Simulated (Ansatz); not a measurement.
# InH (model cell, started as rocksalt type): following an unstable mode, part 2 of 2

Aim: this structure of InH (model cell, started as rocksalt type) is to be tested for unstable modes, and one is followed downhill.

Ansatz 0.2.0; DFT PBE, scalar-relativistic, plane waves, PAW.

So far, highest frequency on the path or at a solved wavevector (cm⁻¹): step 2 (response at finite wavevector) 106. Also lowest frequency on the path (cm⁻¹): step 2 -929.

The structure was built from a prototype and need not be the compound's stable phase.

## Step 5: Energy along the mode, all amplitudes (two of the runs are shown above)

An imaginary frequency means negative curvature, so the energy should fall and then rise again as anharmonic terms take over.

Numbers from this step:

```
depth at the lowest point sampled  : 87.18 meV/atom
largest atomic shift at that point : 0.6 Å
```

Energy from the parent against largest atomic shift:

```
largest atomic shift (Å)  energy from the parent (meV/atom)
                   0.000                                  0
                   0.040                              -1.21
                   0.080                              -4.93
                   0.140                              -14.6
                   0.220                              -32.5
                   0.320                              -57.3
                   0.450                              -83.0
                   0.600                              -87.2
```

Displacement at unit largest shift by atom:

```
atom  x (Å)  y (Å)  z (Å)  size
 In1   0.00   0.00   0.00  0.00
 In2   0.00   0.00   0.00  0.00
  H3   1.00   0.00   0.00  1.00
  H4  -1.00   0.00   0.00  1.00
```

The lowest of the steps tried is the last one, at 0.6 Å, 87.2 meV/atom below the parent; the bottom of the well need not coincide with a step.

## Step 6: Relaxing from the distorted cell

Starting from the lowest point found, all atoms and the cell are let go, so that strain and other modes of the same symmetry can join in.

input.yaml reads:

```yaml
crystal:
  lattice:
    - [0.0, -2.5135637442, -2.5135637442]
    - [0.0, 2.5135637442, -2.5135637442]
    - [5.0271274884, 0.0, 0.0]
  atoms:
    - { symbol: In, position: [0.5, 0.5, 0.5000187226] }
    - { symbol: In, position: [0.0, 0.0, -1.87226e-05] }
    - { symbol: H, position: [0.5, 0.5, 0.1193524535] }
    - { symbol: H, position: [0.0, 0.0, 0.3806475465] }
kpoints:
  mp_grid: { grid: [12, 12, 8] }
hamiltonian:
  xc: pbe
scf:
  occupations: { method: methfessel_paxton, width: 0.2 }
output:
  forces: true
  stress: true
  eigenvalues: true
relax:
  adjacent_minimum: "off"
  f_tol: 0.002
  max_steps: 120
  cell: { stress_tol: 0.03 }
```

The run is started by

```
$ ansatz run input.yaml --threads 4 --pin off --max-ram 7168MiB --backend cpu --events-out ev --progress --plain --runs-dir out
```

Numbers of over 12 decimals in the logs are rounded to 6 here.

Log:

```text
[...]
Crystal: 4 atoms, lattice volume = 63.523 Å³
Basis set: ecut = 420 eV, 1245 PW (Γ), exchange–correlation on 48×48×72 points (8 copies of the dense FFT grid, shifted against one another)
Bands: 18, of which v1, the nominal top of the filled ones, is band 14 counted from 1 (13 counted from 0)
Symmetry: 16 space group operations
[...]
k-points: 140 of 1152
[...]
SCF iter   1: F=—  HF=-11225.830202 eV  |F-HF|=—  |Δ(HF+E_count)|=         —  Δρ=2.87e-3  dr2=1.06e-2  ethr=1.77e-3  ⟨swp⟩=6.3  Hψ=26763  notcnv=0
[...]
SCF iter   7: F=-11225.825764 eV  HF=-11225.825764 eV  |F-HF|=1.77e-8  |Δ(HF+E_count)|=   1.17e-7  S|Δr|=    0.00e0  Δρ=7.56e-6  dr2=3.27e-8  ethr=3.57e-10  ⟨swp⟩=7.1  Hψ=16258  notcnv=0
SCF 1 converged in 7 iterations: F = -11225.825764 eV  dr2 = 3.27e-8
[...]
relax step   1: F+E_penalty+E_count = -11225.82576434 eV  Δ(F+E_penalty+E_count) = +0.000e0 eV  max|allowed force component| = 8.015e-1 eV/Å  Δτ_max = 0.0000 Å  P = +1.774 GPa  Ω = 63.523 Å³  (7 SCF iters, dr2 threshold 1.00e-7 eV, accepted)
Crystal: 4 atoms, lattice volume = 64.151 Å³
Basis set: ecut = 420 eV, 1253 PW (Γ), exchange–correlation on 48×48×72 points (8 copies of the dense FFT grid, shifted against one another)
Bands: 22, of which v1, the nominal top of the filled ones, is band 14 counted from 1 (13 counted from 0)
[...]
SCF iter   6: F=-11225.887603 eV  HF=-11225.887603 eV  |F-HF|=1.16e-7  |Δ(HF+E_count)|=   1.97e-6  S|Δr|=    0.00e0  Δρ=2.02e-5  dr2=3.54e-7  ethr=1.43e-9  ⟨swp⟩=4.6  Hψ=15162  notcnv=0
SCF 2 converged in 6 iterations: F = -11225.887603 eV  dr2 = 3.54e-7
relax step   2: F+E_penalty+E_count = -11225.88760349 eV  Δ(F+E_penalty+E_count) = -6.184e-2 eV  max|allowed force component| = 5.831e-1 eV/Å  Δτ_max = 0.1941 Å  P = -0.613 GPa  Ω = 64.151 Å³  energy of the carried Pulay correction = -3.922e-4 eV  (6 SCF iters, dr2 threshold 4.00e-7 eV, accepted)
Crystal: 4 atoms, lattice volume = 64.128 Å³
[...]
SCF iter   6: F=-11225.933278 eV  HF=-11225.933278 eV  |F-HF|=1.91e-8  |Δ(HF+E_count)|=   3.16e-7  S|Δr|=    0.00e0  Δρ=9.26e-6  dr2=5.66e-8  ethr=1.43e-9  ⟨swp⟩=5.6  Hψ=13124  notcnv=0
SCF 3 converged in 6 iterations: F = -11225.933278 eV  dr2 = 5.66e-8
relax step   3: F+E_penalty+E_count = -11225.93327840 eV  Δ(F+E_penalty+E_count) = -4.567e-2 eV  max|allowed force component| = 2.105e-2 eV/Å  Δτ_max = 0.0857 Å  P = +0.152 GPa  Ω = 64.128 Å³  energy of the carried Pulay correction = -3.776e-4 eV  (6 SCF iters, dr2 threshold 4.00e-7 eV, accepted)
[... from here on, the SCF cycles and remarks between the steps are left out ...]
relax step   4: F+E_penalty+E_count = -11225.94987623 eV  Δ(F+E_penalty+E_count) = -1.660e-2 eV  max|allowed force component| = 2.424e-2 eV/Å  Δτ_max = 0.0150 Å  P = +0.551 GPa  Ω = 63.674 Å³  energy of the carried Pulay correction = -9.488e-5 eV  (5 SCF iters, dr2 threshold 4.00e-7 eV, accepted)
relax step   5: F+E_penalty+E_count = -11225.96233720 eV  Δ(F+E_penalty+E_count) = -1.246e-2 eV  max|allowed force component| = 3.022e-2 eV/Å  Δτ_max = 0.0142 Å  P = +0.360 GPa  Ω = 64.279 Å³  energy of the carried Pulay correction = -4.716e-4 eV  (5 SCF iters, dr2 threshold 4.00e-7 eV, accepted)
relax step   6: F+E_penalty+E_count = -11225.97628034 eV  Δ(F+E_penalty+E_count) = -1.394e-2 eV  max|allowed force component| = 6.614e-2 eV/Å  Δτ_max = 0.0396 Å  P = -0.077 GPa  Ω = 65.551 Å³  energy of the carried Pulay correction = -1.252e-3 eV  (6 SCF iters, dr2 threshold 4.00e-7 eV, accepted)
relax step   7: F+E_penalty+E_count = -11225.97879256 eV  Δ(F+E_penalty+E_count) = -2.512e-3 eV  max|allowed force component| = 3.770e-2 eV/Å  Δτ_max = 0.0107 Å  P = -0.019 GPa  Ω = 65.194 Å³  energy of the carried Pulay correction = -1.035e-3 eV  (5 SCF iters, dr2 threshold 3.03e-7 eV, accepted)
relax step   8: F+E_penalty+E_count = -11225.97963378 eV  Δ(F+E_penalty+E_count) = -8.412e-4 eV  max|allowed force component| = 7.328e-3 eV/Å  Δτ_max = 0.0141 Å  P = +0.052 GPa  Ω = 64.905 Å³  energy of the carried Pulay correction = -8.574e-4 eV  (5 SCF iters, dr2 threshold 8.88e-8 eV, accepted)
relax step   9: F+E_penalty+E_count = -11225.97963385 eV  Δ(F+E_penalty+E_count) = -7.454e-8 eV  max|allowed force component| = 1.251e-3 eV/Å  Δτ_max = 0.0012 Å  P = +0.015 GPa  Ω = 64.944 Å³  energy of the carried Pulay correction = -8.814e-4 eV  (5 SCF iters, dr2 threshold 8.07e-9 eV, accepted)
relax step  10: F+E_penalty+E_count = -11225.98164132 eV  Δ(F+E_penalty+E_count) = -2.007e-3 eV  max|allowed force component| = 1.673e-3 eV/Å  Δτ_max = 0.0000 Å  P = +0.025 GPa  Ω = 64.944 Å³  stress off target by 7.62e-2 GPa  SCF on the basis re-selected at this cell (its energy is not comparable with the rows above)  (6 SCF iters)
relax step  11: F+E_penalty+E_count = -11225.98161189 eV  Δ(F+E_penalty+E_count) = +2.943e-5 eV  max|allowed force component| = 2.673e-3 eV/Å  Δτ_max = 0.0019 Å  P = -0.001 GPa  Ω = 65.016 Å³  energy of the carried Pulay correction = -4.878e-5 eV  (5 SCF iters, dr2 threshold 1.45e-8 eV, accepted)
relax step  12: F+E_penalty+E_count = -11225.98162125 eV  Δ(F+E_penalty+E_count) = -9.357e-6 eV  max|allowed force component| = 5.483e-5 eV/Å  Δτ_max = 0.0006 Å  P = -0.000 GPa  Ω = 65.005 Å³  energy of the carried Pulay correction = -4.214e-5 eV  (5 SCF iters, dr2 threshold 4.46e-10 eV, accepted)
[...]
SCF iter   4: F=-11225.981667 eV  HF=-11225.981667 eV  |F-HF|=5.46e-12  |Δ(HF+E_count)|=  6.17e-10  S|Δr|=    0.00e0  Δρ=1.51e-7  dr2=1.15e-11  ethr=1.00e-12  ⟨swp⟩=4.6  Hψ=15211  notcnv=0
SCF 13 converged in 4 iterations: F = -11225.981667 eV  dr2 = 1.15e-11
relax step  13: F+E_penalty+E_count = -11225.98166668 eV  Δ(F+E_penalty+E_count) = -4.543e-5 eV  max|allowed force component| = 3.914e-5 eV/Å  Δτ_max = 0.0000 Å  P = -0.000 GPa  Ω = 65.005 Å³  stress off target by 1.20e-3 GPa  SCF on the basis re-selected at this cell (its energy is not comparable with the rows above)  (4 SCF iters)
[...]
SCF converged after 4 iterations
[...]
Free energy (F): -11225.981667 eV
[...]
Internal energy: -11225.981620 eV  (E = F + TS)
E sigma→0 (E₀):  -11225.981655 eV
Entropy (-TS):   -0.000047 eV (-0.012 meV/atom)
Fermi energy:    7.992715 eV
[...]
--- Forces (eV/Å), atoms counted from 1 ---
  atom   1  In     0.00003914    -0.00000000     0.00000000
  atom   2  In    -0.00003914    -0.00000000     0.00000000
  atom   3  H      0.00003874     0.00000000     0.00000000
  atom   4  H     -0.00003874     0.00000000     0.00000000
  max |Σ_I F_I| component: 3.47e-18 eV/Å
--- Stress (GPa, compression-positive) ---
        0.001197       0.000000       0.000000
        0.000000      -0.000981      -0.000000
        0.000000       0.000000      -0.000981
  P = ⅓ Tr σ = -0.0003 GPa (-0.003 kbar)
--- Band table (eV; the first three rows and the last of 140) ---
  k-point 0: bands = [... 10 lower, -1.5692, 3.6617, 4.3560, 8.0575, 12.0381, 12.0381, 15.0597, 15.5681, ... 4 higher]
  k-point 1: bands = [... 10 lower, -1.5006, 2.7563, 5.3977, 8.0829, 12.1325, 12.1325, 14.5358, 15.6265, ... 4 higher]
  k-point 2: bands = [... 10 lower, -1.3027, 1.7508, 6.7424, 8.2295, 12.4126, 12.4126, 13.6015, 15.1174, ... 4 higher]
  k-point 139: bands = [... 10 lower, 4.2110, 4.2110, 6.9868, 6.9868, 7.8505, 7.8505, 7.8757, 7.8757, ... 4 higher]
--- Relaxed structure (11 steps of the walk, 11 accepted, 2 SCFs on fresh bases) ---
  F+E_penalty+E_count = -11225.98166668 eV   max|allowed force component| = 3.914e-5 eV/Å   (the final SCF, on the basis selected at the relaxed cell)
  cell:  # Å, volume = 65.0045 Å³
    - [0, -2.433521, -2.433521]
    - [0, 2.433521, -2.433521]
    - [5.488369, 0, 0.0]
  atoms:
    - { symbol: In, position: [0.5, 0.5, 0.509838] }
    - { symbol: In, position: [0, 0, -0.00983766] }
    - { symbol: H, position: [0.5, 0.5, 0.135314] }
    - { symbol: H, position: [0, 0, 0.364686] }
```

Elapsed: 27 s, on 4 threads of Arm Neoverse V2, shared host; peak memory 0.48 GiB; 1.7 min of CPU time.

The steps of the relaxation:

```
step  energy less that of the first step (eV)  largest force component (eV/Å)  pressure (GPa)  volume (Å³)
   1                                   0.0000                          0.8015            1.77        63.52
   2                                  -0.0618                          0.5831           -0.61        64.15
   3                                  -0.1075                          0.0211            0.15        64.13
   4                                  -0.1241                          0.0242            0.55        63.67
   5                                  -0.1366                          0.0302            0.36        64.28
   6                                  -0.1505                          0.0661           -0.08        65.55
   7                                  -0.1530                          0.0377           -0.02        65.19
   8                                  -0.1539                          0.0073            0.05        64.90
   9                                  -0.1539                          0.0013            0.02        64.94
 10*                                  -0.1559                          0.0017            0.02        64.94
  11                                  -0.1558                          0.0027            0.00        65.02
  12                                  -0.1559                          0.0001            0.00        65.00
 13*                                  -0.1559                          0.0000            0.00        65.00
```

Relaxation steps marked * repeat the geometry before them on a plane-wave basis chosen anew for their cell, so energy and pressure can jump there.

Forces are held to the 16 operations that the run works with; a distortion that breaks them can't arise in this run.

```
conventional cell, symmetrised  before  after  change
                         a (Å)   3.555  3.442  -3.2 %
                         b (Å)   3.555  3.442  -3.2 %
                         c (Å)   5.027  5.488  +9.2 %
              volume (Å³/atom)   15.88  16.25  +2.3 %
```

The atoms that moved most (Å, as changes of fractional coordinates times the final cell):

```
atom      dx     dy     dz  length
  H4  -0.088  0.000  0.000   0.088
  H3   0.088  0.000  0.000   0.088
 In1   0.054  0.000  0.000   0.054
 In2  -0.054  0.000  0.000   0.054
```

The relaxed structure:

```cif
data_structure
_symmetry_space_group_name_H-M 'P 1'
_symmetry_Int_Tables_number 1
_cell_length_a 3.4415
_cell_length_b 3.4415
_cell_length_c 5.4884
_cell_angle_alpha 90.000
_cell_angle_beta 90.000
_cell_angle_gamma 90.000
_cell_volume 65.00
loop_
_atom_site_label
_atom_site_type_symbol
_atom_site_fract_x
_atom_site_fract_y
_atom_site_fract_z
_atom_site_occupancy
In1 In 0.50000 0.50000 0.50984 1
In2 In 0.00000 0.00000 0.99016 1
H3 H 0.50000 0.50000 0.13531 1
H4 H 0.00000 0.00000 0.36469 1
```

Numbers from this step:

| Property | Result |
| --- | --- |
| pressure | -2.55e-4 GPa |
| volume per atom | 16.25 Å³ |

The distorted start has space group P4/nmm; the relaxation ends in P4/nmm.

## Step 7: The new phase in its own primitive cell

The relaxed structure is symmetrised, reduced to its primitive cell and relaxed tightly, as its phonons need.

input.yaml, the sections that differ from step 6:

```yaml
crystal:
  lattice:
    - [3.441518446, 0.0, 0.0]
    - [0.0, 3.441518446, 0.0]
    - [0.0, 0.0, 5.4883691254]
  atoms:
    - { symbol: In, position: [0.0, 0.5, 0.2598376564] }
    - { symbol: In, position: [0.5, 0.0, 0.7401623436] }
    - { symbol: H, position: [0.0, 0.5, 0.8853144128] }
    - { symbol: H, position: [0.5, 0.0, 0.1146855872] }
relax:
  adjacent_minimum: "off"
  f_tol: 0.001
  max_steps: 60
  cell: { stress_tol: 0.01 }
# kpoints, hamiltonian, scf, output: as in step 6
```

Log:

```text
[...]
Crystal: 4 atoms, lattice volume = 65.005 Å³
Basis set: ecut = 420 eV, 1271 PW (Γ), exchange–correlation on 48×48×80 points (8 copies of the dense FFT grid, shifted against one another)
Bands: 18, of which v1, the nominal top of the filled ones, is band 14 counted from 1 (13 counted from 0)
Symmetry: 16 space group operations
[...]
k-points: 140 of 1152
[...]
--- Relaxed structure (1 steps of the walk, 1 accepted, 1 SCFs on fresh bases) ---
[...]
cell:  # Å, volume = 65.0045 Å³
    - [3.441518446, 0.0, 0.0]
    - [0.0, 3.441518446, 0.0]
    - [0.0, 0.0, 5.4883691254]
  atoms:
    - { symbol: In, position: [0.0, 0.500000, 0.2598376564] }
    - { symbol: In, position: [0.500000, 0.0, 0.740162] }
    - { symbol: H, position: [0.0, 0.500000, 0.885314] }
    - { symbol: H, position: [0.500000, 0.0, 0.114686] }
[key lines of the parts left out:]
SCF converged after 8 iterations
Free energy (F): -11225.981667 eV
Fermi energy:    7.992714 eV
P = ⅓ Tr σ = -0.0003 GPa (-0.003 kbar)
```

Wall time 5.3 s (4 threads); peak memory 0.47 GiB; 20 s of CPU time.

Little changed from the start: no atom moved by 0.005 Å and no cell edge by 0.1 %.

This step gave:

```
pressure : -2.52e-4 GPa
```

The largest force component left is 0.039 meV/Å and the pressure is 0.000 GPa, within the tolerances set. The cell now holds 16.25 Å³/atom.

## Step 8: Modes of the new phase, k-mesh 12×12×8

A relaxed structure may still be a saddle point, so its zone-centre modes are computed. No field response is asked, since the mesh shows no gap.

Edit input.yaml of step 7 so:

```diff
@@ -17,9 +17,4 @@
 output:
-  forces: true
-  stress: true
   eigenvalues: true
-relax:
-  adjacent_minimum: "off"
-  f_tol: 0.001
-  max_steps: 60
-  cell: { stress_tol: 0.01 }
+phonons:
+  method: dfpt
```

Log:

```text
zone centre: on kpoints.mp_grid the ground state, and the responses unless they are solved on pairs of k-points, stand on 245 of the mesh's 1152 k-points, reduced under 4 symmetry operations, with k and −k counted as one. Each operation leaves every solved displacement unchanged or reverses it
[...]
Crystal: 4 atoms, lattice volume = 65.005 Å³
Basis set: ecut = 420 eV, 1271 PW (Γ), exchange–correlation on 48×48×80 points (8 copies of the dense FFT grid, shifted against one another)
Bands: 18, of which v1, the nominal top of the filled ones, is band 14 counted from 1 (13 counted from 0)
Symmetry: 16 space group operations
k-points: 245 of 1152 (irreducible under 4 space group operations, time reversal used)
[...]
SCF iter   1: F=—  HF=-11225.984685 eV  |F-HF|=—  |Δ(HF+E_count)|=         —  Δρ=2.96e-3  dr2=6.64e-3  ethr=1.77e-3  ⟨swp⟩=6.3  Hψ=46746  notcnv=0  defer=2
[...]
SCF iter  10: F=-11225.981667 eV  HF=-11225.981667 eV  |F-HF|=7.28e-12  |Δ(HF+E_count)|=  8.00e-11  S|Δr|=    0.00e0  Δρ=7.09e-8  dr2=3.71e-12  ethr=1.00e-12  ⟨swp⟩=8.9  Hψ=31483  notcnv=0
SCF 1 converged in 10 iterations: F = -11225.981667 eV  dr2 = 3.71e-12
[...]
DFPT response loops at Γ: preconditioner auto → Kerker (q_TF=auto, 2.371 Å⁻¹) (partly filled bands, converged f_vac=0.000); β = 1.00, the filter's whole step (`scf.mixing.beta` (0.50) is not read by the response loops under this deck's `scf.mixing.preconditioner`; to damp them name `kerker` or `kerker_dos`, under which they read `scf.mixing.beta`, and type it under 1.00, their step now; both keys bind the ground state too); Broyden in place of MSR1
SCF converged after 10 iterations
[...]
Free energy (F): -11225.981667 eV
[...]
Internal energy: -11225.981620 eV  (E = F + TS)
E sigma→0 (E₀):  -11225.981655 eV
Entropy (-TS):   -0.000047 eV (-0.012 meV/atom)
Fermi energy:    7.992714 eV
[...]
--- Band table (eV; the first three rows and the last of 245) ---
  k-point 0: bands = [... 10 lower, -1.5692, 3.6617, 4.3560, 8.0575, 12.0381, 12.0381, 15.0597, 15.5681, ... 4 higher]
  k-point 1: bands = [... 10 lower, -1.5006, 2.7563, 5.3977, 8.0829, 12.1325, 12.1325, 14.5358, 15.6265, ... 4 higher]
  k-point 2: bands = [... 10 lower, -1.3027, 1.7508, 6.7424, 8.2295, 12.4126, 12.4126, 13.6015, 15.1174, ... 4 higher]
  k-point 244: bands = [... 10 lower, 4.2110, 4.2110, 6.9868, 6.9868, 7.8505, 7.8505, 7.8757, 7.8757, ... 4 higher]
--- Phonons (Γ-DFPT): 4 representative perturbations + reference, on 245 of 1152 k-points (Σ response iterations 13) ---
  k mesh reduced under 4 symmetry operations, with k and −k counted as one. Each operation leaves every solved displacement unchanged or reverses it
  ASR residual: 3.010e-5 → 0.000e0 eV/Å²; symmetrization residual: 1.743e-6 eV/Å²
  ASR residual per site (eV/Å²): 1.78e-5 1.78e-5 3.01e-5 3.01e-5
  Γ frequencies (cm⁻¹): -345.84 -345.84 -17.39 -17.39 0.00 0.00 0.00 111.65 485.08 485.08 551.71 789.60
  non-analytic LO–TO correction: not included (Born effective charges unavailable; polar crystals: no LO–TO splitting at Γ)
```

Run time: 29 s. Hardware: 4 threads; peak memory 1.2 GiB.

Numbers from this step:

* sum-rule residual before enforcement: 3.01e-5 eV/Å²
* point group: 4/mmm
* highest optical mode at the zone centre (no LO-TO term): 789.6 cm⁻¹
* lowest optical zone-centre mode: -345.8 cm⁻¹

Patterns of degenerate modes are one choice out of their space. The modes at Γ (shares of kinetic energy by element, %) (negative means imaginary):

```
mode  frequency (cm⁻¹)  symmetry  In %  H %
   1            -345.8        Eu     1   99
   2            -345.8        Eu     1   99
   3             -17.4        Eg   100    0
   4             -17.4        Eg   100    0
   5               0.0  acoustic    99    1
   6               0.0  acoustic    99    1
   7               0.0  acoustic    99    1
   8             111.7       A1g   100    0
   9             485.1        Eg     0  100
  10             485.1        Eg     0  100
  11             551.7       A2u     1   99
  12             789.6       A1g     0  100
```

Displacements in mode 2 (-345.8 cm⁻¹), the largest set to 1:
```
In1 -0.01  0.00  0.00
In2 -0.01  0.00  0.00
H3   1.00  0.00  0.00
H4   1.00  0.00  0.00
```

Displacements in mode 9 (485.1 cm⁻¹), the largest set to 1:
```
In1 -0.01  0.00  0.00
In2  0.01  0.00  0.00
H3   1.00  0.00  0.00
H4  -1.00  0.00  0.00
```

Before it was imposed, the acoustic sum rule was missed by 3.0e-5 eV/Å². Small misses are needed for a sound result but don't prove that mesh and cutoff are converged. The lowest optical mode is imaginary, 345.8i cm⁻¹, so the energy falls along it.

## Step 9: What came out

```json
{
 "unstable mode of the parent": "q = (0, -0.5, -0.5), 929i cm⁻¹",
 "depth at the lowest point sampled": "87.2 meV/atom",
 "largest atomic shift at that point": "0.6 Å",
 "space group reached (within 0.01 Å)": "P4/nmm",
 "energy gained over the parent (first relaxation, on the mesh of the frozen mode)": "126 meV/atom",
 "volume per atom, phase reached": "16.3 Å³",
 "lowest optical zone-centre mode, phase reached": "-346 cm⁻¹",
 "highest optical mode at the zone centre (no LO-TO term), phase reached": "790 cm⁻¹"
}
```

Along this mode the structure falls into P4/nmm, 126 meV/atom below the parent. At the parent's cell the well is 87.18 meV/atom deep on the steps tried, with its lowest point at a shift of 0.6 Å. That is the last step tried, so the steps alone don't bracket the bottom of the well. Relaxing atoms and cell changes the gain by +39.16 meV/atom against the lowest step (energies at zero smearing). The new phase still has an imaginary mode at the zone centre of its cell, so it is a saddle point on the way to a lower structure. Of the 2 patterns followed to their end from this parent, this one reaches the lowest energy. Each path keeps the symmetry of its pattern, so a lower phase may lie along a pattern not tried. With no gap, or one that is small against the smearing, the frequencies hang on the k mesh and the smearing, most of all near Kohn anomalies. The starting cell was built on a prototype and not taken from a measurement, so the phase need not exist.

[Logs are printed without paths, hosts, clocks, repeated set-up lines and the standing remarks that a program may print on its own settings, such as how far it seeks lower states.]

[Hosts, paths, dates, database ids (printed as entryN), source tags and the programs' standing remarks are cut or masked in the printed files.]
